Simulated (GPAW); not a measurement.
# The Si K excitation threshold of SiC (Moissanite, P6_3mc) under uniform strain

For each volume the threshold was computed as E(hole) − E(ground) plus the lowest empty eigenvalue of the hole cell (GPAW, LDA, 16-atom cell, total energies on 4×4×4 k points, the eigenvalue on 5×5×5, hole spin-paired). The values are raw, 15 eV above the value with the free atom's term for the hole's spin taken off; only their change is used. The threshold is the spectrum's zero, where absorption may be weak, not the visible edge.

| volume | ln(V/V₀) | threshold (eV) |
| --- | --- | --- |
| V × 0.94 | -0.06188 | ? |
| V × 0.97 | -0.03046 | 1845.379 |
| V × 1 | +0.00000 | 1845.398 |
| V × 1.03 | +0.02956 | 1845.413 |
| V × 1.06 | +0.05827 | 1845.424 |

Fit a straight line in ln(V/V₀), give its slope, and predict the threshold at V × 0.94.

The means of the given rows are x̄ = +0.01434 and Ē = 1845.404 eV. Σ(x − x̄)(E − Ē) = 0.002222 and Σ(x − x̄)² = 0.004374, so the slope is +0.51 eV, and the line passes the given rows within 0.002 eV. At x = -0.06188 it gives 1845.404 + (+0.51) × (-0.07622) = 1845.365 eV. The run gives 1845.354 eV, a miss of +0.011 eV over a total move of +0.070 eV. The rows bend away from the line, so the slope is only a mean over the range. It stands for the clamped-ion volume deformation potential of the lowest empty level of the hole cell on this mesh (the hole may pull it below the band edge) against the Si 1s level, with the hole's relaxation included: the threshold rises by 0.005 eV for 1 % of expansion. The charged cell's image error also scales with the cell's size and isn't taken out.

[Hosts, paths, dates, database ids (printed as entryN), source tags and the programs' standing remarks are cut or masked in the printed files.]

[Lists of maxima count a maximum above −3 eV only where it reaches 4 % of the highest in the window and stands out from its surroundings by 2 % of it (1.5 % where it reaches 55 %); shoulders and weaker maxima are passed over, and of the rest the first, up to two pre-edge ones and the few strongest are named.]
